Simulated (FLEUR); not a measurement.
# MnSe: parallel and opposed starts, part 2 of 2

A self-consistent run ends on one state, which hangs on the start. Several orders of MnSe are started in FLEUR and their energies compared.

FLEUR MaX-R8.1; PBEsol with U = 4 eV on Mn d; all-electron FLAPW, Dirac cores, scalar-relativistic bands.

So far, largest spin moment in the muffin-tin sphere (μB): step 2 (start 1: ferro +) 4.70.

The database entry behind the starting cell differs from later determinations by our own check (about 0.4 % short), so it need not match the best structure at ambient conditions.

**3. Run 2 (antiferro q=(0,1/2,1/2) +-)**

Reversing part of the moments tests the sign of the couplings between them.

This order needs a doubled cell of 4 atoms. The mesh is halved along the doubled vector, so that both cells sample the same points. The k list default-1 (kpts.xml, not shown) is a Γ-centred 8×4×8 mesh.

The input, inp.xml:

```
<?xml version="1.0" encoding="UTF-8" standalone="no"?>
<fleurInput fleurInputVersion="0.39">
   <comment>
      MnSe
   </comment>
   <calculationSetup>
      <cutoffs Kmax="3.6" Gmax="10.8" GmaxXC="10.8" numbands="0"/>
      <scfLoop itmax="130" minDistance="0.0001" maxIterBroyd="15" imix="Anderson" alpha="0.05" precondParam="0.0" spinf="2.0" sdNocoIR="T"/>
      <coreElectrons ctail="T" frcor="F" kcrel="0" coretail_lmax="0"/>
      <xcFunctional name="PBEs" relativisticCorrections="F"/>
      <magnetism jspins="2"/>
      <soc l_soc="F" theta="0.0" phi="0.0" spav="F"/>
      <expertModes spex="0" secvar="F"/>
      <geometryOptimization l_f="F" forcealpha="1.0" forcemix="BFGS" epsdisp="0.00001" epsforce="0.00001"/>
      <ldaU l_linMix="F" mixParam="0.05" spinf="1.0"/>
   </calculationSetup>
   <cell>
      <bzIntegration valenceElectrons="62.0" mode="hist" fermiSmearingEnergy="0.00293995">
         <kPointListSelection listName="default-1"/>
         <xi:include xmlns:xi="http://www.w3.org/2001/XInclude" href="kpts.xml"> </xi:include>
      </bzIntegration>
      <xi:include xmlns:xi="http://www.w3.org/2001/XInclude" href="sym.xml"> </xi:include>
      <bulkLattice scale="1.0">
         <bravaisMatrix>
            <row-1>    0.0000000000000000     5.1400550589120000     5.1400550589120000</row-1>
            <row-2>   10.2801101178240000     0.0000000000000000    10.2801101178240000</row-2>
            <row-3>   10.2801101178240000     5.1400550589120000     5.1400550589120000</row-3>
         </bravaisMatrix>
      </bulkLattice>
   </cell>
   <atomSpecies>
      <species name="Manganese 4.500" element="Mn" atomicNumber="25">
         <mtSphere radius="2.51" gridPoints="829" logIncrement="0.015"/>
         <atomicCutoffs lmax="10" lnonsphr="8"/>
         <electronConfig flipSpins="F">
            <coreConfig>(1s1/2) (2s1/2) (2p1/2) (2p3/2)</coreConfig>
            <valenceConfig>(3s1/2) (3p1/2) (3p3/2) (4s1/2) (3d3/2) (3d5/2)</valenceConfig>
            <stateOccupation state="(3d3/2)" spinUp="1.75" spinDown="0.25"/>
            <stateOccupation state="(3d5/2)" spinUp="3.0" spinDown="0.0"/>
         </electronConfig>
         <energyParameters s="4" p="4" d="3" f="4"/>
         <ldaU l="2" U="4.0" J="0.0" l_amf="F"/>
         <lo type="SCLO" l="0" n="3" eDeriv="0"/>
         <lo type="SCLO" l="1" n="3" eDeriv="0"/>
      </species>
      <species name="Manganese -4.500" element="Mn" atomicNumber="25">
         <mtSphere radius="2.51" gridPoints="829" logIncrement="0.015"/>
         <atomicCutoffs lmax="10" lnonsphr="8"/>
         <electronConfig flipSpins="F">
            <coreConfig>(1s1/2) (2s1/2) (2p1/2) (2p3/2)</coreConfig>
            <valenceConfig>(3s1/2) (3p1/2) (3p3/2) (4s1/2) (3d3/2) (3d5/2)</valenceConfig>
            <stateOccupation state="(3d3/2)" spinUp="0.25" spinDown="1.75"/>
            <stateOccupation state="(3d5/2)" spinUp="0.0" spinDown="3.0"/>
         </electronConfig>
         <energyParameters s="4" p="4" d="3" f="4"/>
         <ldaU l="2" U="4.0" J="0.0" l_amf="F"/>
         <lo type="SCLO" l="0" n="3" eDeriv="0"/>
         <lo type="SCLO" l="1" n="3" eDeriv="0"/>
      </species>
      <species name="Selenium (Se)" element="Se" atomicNumber="34">
         <mtSphere radius="2.51" gridPoints="829" logIncrement="0.015"/>
         <atomicCutoffs lmax="10" lnonsphr="8"/>
         <electronConfig flipSpins="F">
            <coreConfig>(1s1/2) (2s1/2) (2p1/2) (2p3/2) (3s1/2) (3p1/2) (3p3/2)</coreConfig>
            <valenceConfig>(4s1/2) (3d3/2) (3d5/2) (4p1/2) (4p3/2)</valenceConfig>
            <stateOccupation state="(4p1/2)" spinUp="0.666667" spinDown="0.666667"/>
            <stateOccupation state="(4p3/2)" spinUp="1.333333" spinDown="1.333333"/>
         </electronConfig>
         <energyParameters s="4" p="4" d="3" f="4"/>
      </species>
   </atomSpecies>
   <atomGroups>
      <atomGroup species="Manganese 4.500">
         <relPos label="                   1">.0000000000 .0000000000 .0000000000</relPos>
         <force calculate="T" relaxXYZ="TTT"/>
      </atomGroup>
      <atomGroup species="Manganese -4.500">
         <relPos label="                   2">.0000000000 1.000/2.000 .0000000000</relPos>
         <force calculate="T" relaxXYZ="TTT"/>
      </atomGroup>
      <atomGroup species="Selenium (Se)">
         <relPos label="                   3">1.000/2.000 .0000000000 1.000/2.000</relPos>
         <force calculate="T" relaxXYZ="TTT"/>
      </atomGroup>
      <atomGroup species="Selenium (Se)">
         <relPos label="                   4">1.000/2.000 1.000/2.000 1.000/2.000</relPos>
         <force calculate="T" relaxXYZ="TTT"/>
      </atomGroup>
   </atomGroups>
   <output dos="F" band="F" slice="F">
      <bandDOS minEnergy="-.5*Htr" maxEnergy="0.5*Htr" sigma="0.015" storeEVData="T"/>
      <plotting iplot="0" polar="F">
         <plot TwoD="T" vec1="  1.0  0.0  0.0" vec2="  0.0  1.0  0.0" vec3="  0.0  0.0  1.0" zero="  0.0  0.0  0.0" file="plot"/>
      </plotting>
      <moessbauerParams electricFieldGradient="F" isomerShift="F" coreHyperfine="F" valenceHyperfine="F"/>
   </output>
</fleurInput>
```

The input, crystal.txt:

```
MnSe
&input film=F cartesian=F /
0.00000000000  2.72000000000  2.72000000000
5.44000000000  0.00000000000  5.44000000000
5.44000000000  2.72000000000  2.72000000000
1.8897261246
1.0 1.0 1.0

4
25 0.00000000000  0.00000000000  0.00000000000 : 4.500
25 0.00000000000  0.50000000000  0.00000000000 : -4.500
34 0.50000000000  0.00000000000  0.50000000000
34 0.50000000000  0.50000000000  0.50000000000

&kpt div1=8 div2=4 div3=8 gamma=T /
```

The run is started by

```bash
$ OMP_NUM_THREADS=1 inpgen -f crystal.txt > inpgen.log  # inp.xml is then edited as shown
$ OMP_NUM_THREADS=1 mpirun -n 4 fleur_MPI > fleur.log
```

Log:

```text
[banner, memory and clock lines left out]
Welcome to FLEUR        (www.flapw.de)
      MaX-Release 8.1          (www.max-centre.eu)

 ========== k-point set info ==========
 Selected k-point list: default-1
 k-point list type: mesh
 0 x 0 x 0
 Number of k points: 80

 ------------Calculation Setup---------------------------
 Number of PE/node        :            4
 Number of OMP-threads    :            1
 k-points in parallel     :            4
 pe's per k-point         :            1
 No of k-point loops      :           20
 Eigenvalue solver        :       lapack
 Number of basis functions:          468
 Approximate size of matrices (H+S) per k-point:         0.003 GB
 no density matrix found ... skipping LDA+U
 Reset of history
 Iteration:     1   Distance:       4.87066531 me/bohr^3
 Iteration:     2   Distance:       6.77921714 me/bohr^3
 Iteration:     3   Distance:       6.42010567 me/bohr^3
 Iteration:     4   Distance:       1.99934504 me/bohr^3
 Iteration:     5   Distance:       0.94414024 me/bohr^3
 Iteration:     6   Distance:       0.93175589 me/bohr^3
 Iteration:     7   Distance:       0.26825887 me/bohr^3
 Iteration:     8   Distance:       0.09517222 me/bohr^3
 Iteration:     9   Distance:       0.06436932 me/bohr^3
 Iteration:    10   Distance:       0.01161688 me/bohr^3
 Iteration:    11   Distance:       0.00848751 me/bohr^3
 Iteration:    12   Distance:       0.00069042 me/bohr^3
 Iteration:    13   Distance:       0.00087925 me/bohr^3
 Iteration:    14   Distance:       0.00012258 me/bohr^3
 Iteration:    15   Distance:       0.00003727 me/bohr^3

 ********************************************************************
 Run finished successfully
 Stop message:
   all done
 ********************************************************************

--- out.xml (last complete iteration) ---
<iteration numberForCurrentRun="   15" overallNumber="   15">
         [... left out ...]
         <bandgap value="1.2857226711" units="eV"/>
         <sumValenceSingleParticleEnergies value="-57.7986298742" units="Htr"/>
         <FermiEnergy value="0.2426393248" units="Htr"/>
         <valenceDensity>
            <mtCharges spin="1">
               <mtCharge atomType="1" total="9.1564995" s="1.1700857" p="3.1611205" d="4.8098110" f="0.0128914"/>
               <mtCharge atomType="2" total="4.4853838" s="1.1195552" p="3.1214971" d="0.2284613" f="0.0130047"/>
               <mtCharge atomType="3" total="7.4583279" s="0.8298665" p="1.6187223" d="5.0041545" f="0.0042788"/>
               <mtCharge atomType="4" total="7.4857024" s="0.8351467" p="1.6352339" d="5.0068255" f="0.0063251"/>
            </mtCharges>
            <mtCharges spin="2">
               <mtCharge atomType="1" total="4.4853837" s="1.1195551" p="3.1214970" d="0.2284613" f="0.0130047"/>
               <mtCharge atomType="2" total="9.1564996" s="1.1700858" p="3.1611205" d="4.8098109" f="0.0128914"/>
               <mtCharge atomType="3" total="7.4857024" s="0.8351468" p="1.6352339" d="5.0068255" f="0.0063251"/>
               <mtCharge atomType="4" total="7.4583279" s="0.8298665" p="1.6187222" d="5.0041545" f="0.0042788"/>
            </mtCharges>
            <spinDependentCharge spin="1" total="31.0000000" interstitial="2.4140864" mtSpheres="28.5859136"/>
            <spinDependentCharge spin="2" total="31.0000000" interstitial="2.4140864" mtSpheres="28.5859136"/>
            <totalCharge value="62.0000000000"/>
         </valenceDensity>
         [... left out ...]
         <magneticMomentsInMTSpheres units="muBohr">
            <globalMagMoment atomType="1" vec="0.00000   0.00000   4.67112"/>
            <localMagMoment atomType="1" vec="0.00000   0.00000   4.67112"/>
            <globalMagMoment atomType="2" vec="0.00000   0.00000  -4.67112"/>
            <localMagMoment atomType="2" vec="0.00000   0.00000  -4.67112"/>
            <globalMagMoment atomType="3" vec="0.00000   0.00000  -0.02737"/>
            <localMagMoment atomType="3" vec="0.00000   0.00000  -0.02737"/>
            <globalMagMoment atomType="4" vec="0.00000   0.00000   0.02737"/>
            <localMagMoment atomType="4" vec="0.00000   0.00000   0.02737"/>
         </magneticMomentsInMTSpheres>
         [... left out ...]
         <totalEnergy value="    -7172.2048899805" units="Htr">
            <sumOfEigenvalues value="    -4156.2537026582">
               <coreElectrons value="-4098.4550727840"/>
               <valenceElectrons value="-57.7986298742"/>
            </sumOfEigenvalues>
            <densityCoulombPotentialIntegral value="-11111.8259124831"/>
            <densityEffectivePotentialIntegral value="-11472.8442390691"/>
            <chargeDenXCDenIntegral value="-275.3432674472"/>
            <FockExchangeEnergyValence value="0.0000000000"/>
            <FockExchangeEnergyCore value="0.0000000000"/>
         [... left out ...]
            <dftUCorrection value="-0.6827181388"/>
            <tkbTimesEntropy value="0.0000000000"/>
            <freeEnergy value="-7172.2048899805"/>
            <extrapolationTo0K value="-7172.2048899805"/>
         </totalEnergy>
         [... left out ...]
         <ldaUDensityMatrixConvergence>
            <distance spin="1" distance="0.000002"/>
            <distance spin="2" distance="0.000002"/>
         </ldaUDensityMatrixConvergence>
         <densityConvergence units="me/bohr^3">
            <chargeDensity spin="1" distance="0.0000265721"/>
            <chargeDensity spin="2" distance="0.0000261046"/>
            <overallChargeDensity distance="0.0000372739"/>
            <spinDensity distance="0.0000372251"/>
         </densityConvergence>
      </iteration>
```

Run time: 62 s. Hardware: 4 MPI ranks of AMD EPYC 9R14 (Zen 4), shared host; peak memory 0.46 GiB; 4.1 min of CPU time.

Spin moment in the muffin-tin sphere by atom:

| atom | spin moment in the muffin-tin sphere (μB) |
| --- | --- |
| Mn1 | 4.67 |
| Mn2 | -4.67 |
| Se3 | -0.03 |
| Se4 | 0.03 |

This step gave:

| Quantity | Value |
| --- | --- |
| free energy | -195165.6375 eV |
| program's band gap on this mesh (in a metal only a level spacing) | 1.286 eV |
| magnetization | 0 μB |
| final state | antiferromagnetic |

It lies 6.14 meV a seeded atom under the first start, and its largest moment is 4.67 μB against 4.70 μB.

**4. Start 3: antiferro q=(0,0,1/2) +-**

Reversing part of the moments tests the sign of the couplings between them.

The cell is doubled to 4 atoms to hold this order. The mesh is halved along the doubled vector, so that both cells sample the same points. The k list default-1 (kpts.xml, not shown) is a Γ-centred 8×8×4 mesh.

inp.xml, as its differences from that of step 3:

```diff
@@ -25,4 +25,4 @@
             <row-1>    0.0000000000000000     5.1400550589120000     5.1400550589120000</row-1>
-            <row-2>   10.2801101178240000     0.0000000000000000    10.2801101178240000</row-2>
-            <row-3>   10.2801101178240000     5.1400550589120000     5.1400550589120000</row-3>
+            <row-2>    5.1400550589120000     0.0000000000000000     5.1400550589120000</row-2>
+            <row-3>   10.2801101178240000    10.2801101178240000     0.0000000000000000</row-3>
          </bravaisMatrix>
@@ -77,3 +77,3 @@
       <atomGroup species="Manganese -4.500">
-         <relPos label="                   2">.0000000000 1.000/2.000 .0000000000</relPos>
+         <relPos label="                   2">.0000000000 .0000000000 1.000/2.000</relPos>
          <force calculate="T" relaxXYZ="TTT"/>
@@ -81,7 +81,4 @@
       <atomGroup species="Selenium (Se)">
-         <relPos label="                   3">1.000/2.000 .0000000000 1.000/2.000</relPos>
-         <force calculate="T" relaxXYZ="TTT"/>
-      </atomGroup>
-      <atomGroup species="Selenium (Se)">
-         <relPos label="                   4">1.000/2.000 1.000/2.000 1.000/2.000</relPos>
+         <relPos label="                   3">1.000/2.000 1.000/2.000 1.000/4.000</relPos>
+         <relPos label="                   4">1.000/2.000 1.000/2.000 -1.000/4.000</relPos>
          <force calculate="T" relaxXYZ="TTT"/>
```

The input, crystal.txt:

```
MnSe
&input film=F cartesian=F /
0.00000000000  2.72000000000  2.72000000000
2.72000000000  0.00000000000  2.72000000000
5.44000000000  5.44000000000  0.00000000000
1.8897261246
1.0 1.0 1.0

4
25 0.00000000000  0.00000000000  0.00000000000 : 4.500
25 0.00000000000  0.00000000000  0.50000000000 : -4.500
34 0.50000000000  0.50000000000  0.25000000000
34 0.50000000000  0.50000000000  0.75000000000

&kpt div1=8 div2=8 div3=4 gamma=T /
```

Log:

```text
[banner, memory and clock lines left out]
Welcome to FLEUR        (www.flapw.de)
      MaX-Release 8.1          (www.max-centre.eu)

 ========== k-point set info ==========
 Selected k-point list: default-1
 k-point list type: mesh
 0 x 0 x 0
 Number of k points: 80

 [... set-up left out ...]
 no density matrix found ... skipping LDA+U
 Reset of history
 Iteration:     1   Distance:       5.35348316 me/bohr^3
 Iteration:     2   Distance:       6.35017301 me/bohr^3
 Iteration:     3   Distance:       6.00124235 me/bohr^3
 Iteration:     4   Distance:       1.92751346 me/bohr^3
[...]
[... left out ...]
            <freeEnergy value="-7172.2062548880"/>
            <extrapolationTo0K value="-7172.2062548880"/>
         </totalEnergy>
         [... left out ...]
         <ldaUDensityMatrixConvergence>
            <distance spin="1" distance="0.000000"/>
            <distance spin="2" distance="0.000000"/>
         </ldaUDensityMatrixConvergence>
         <densityConvergence units="me/bohr^3">
            <chargeDensity spin="1" distance="0.0000082459"/>
            <chargeDensity spin="2" distance="0.0000081652"/>
            <overallChargeDensity distance="0.0000146763"/>
            <spinDensity distance="0.0000073442"/>
         </densityConvergence>
      </iteration>
```

Elapsed: 60 s, on 4 MPI ranks; peak memory 0.48 GiB; 4 min of CPU time.

Spin moment in the muffin-tin sphere by atom:

| atom | spin moment in the muffin-tin sphere (μB) |
| --- | --- |
| Mn1 | 4.62 |
| Mn2 | -4.62 |
| Se3 | 0.00 |
| Se4 | 0.00 |

Numbers from this step:

```yaml
free_energy: -195165.6746 eV
program_s_band_gap_on_this_mesh_in_a_metal_only_a_level_spacing: 2.137 eV
magnetization: 0 μB
final_state: antiferromagnetic
```

It lies 24.7 meV a seeded atom under the first start, and its largest moment is 4.62 μB against 4.70 μB.

**5. Energies of the orders**

Free energies are divided by the number of seeded atoms, so that cells of unlike size compare. Wavevectors q in the names are fractions of the primitive cell's reciprocal vectors.

Orders:

| start | final state | typed order kept | energy over the lowest (meV a seeded atom) | largest sphere moment (μB) | net moment (μB a primitive cell) | mesh matched | CPU time (s) |
| --- | --- | --- | --- | --- | --- | --- | --- |
| ferro + | ferromagnetic | yes | 24.71 | 4.698 | 5 | yes | 39.3 |
| antiferro q=(0,1/2,1/2) +- | antiferromagnetic | yes | 18.57 | 4.671 | 0 | yes | 248.1 |
| antiferro q=(0,0,1/2) +- | antiferromagnetic | yes | 0 | 4.618 | 0 | yes | 238.2 |

**6. Summary of results**

| Property | Result |
| --- | --- |
| lowest state found | antiferromagnetic (typed antiferro q=(0,0,1/2) +-) |
| largest site spin moment | 4.62 μB |
| next finished state | antiferromagnetic, 18.6 meV a seeded atom higher |

In words: The lowest state found is antiferromagnetic, reached from the start antiferro q=(0,0,1/2) +-, with moments up to 4.62 μB. The next finished state costs 19 meV a seeded atom. This is the lowest of 3 finished starts, no proof of the ground state.

[Logs and program files are shortened in this print: banners, set-up blocks, solver, clock and traceback lines can be left out without a mark of their own.]

[Logs are printed without paths, hosts, clocks, repeated set-up lines and the standing remarks that a program may print on its own settings, such as how far it seeks lower states.]

[Hosts, paths, dates, database ids (printed as entryN), source tags and the programs' standing remarks are cut or masked in the printed files.]

[Where a cell is said to come from a database of computed structures, the database is the Materials Project.]
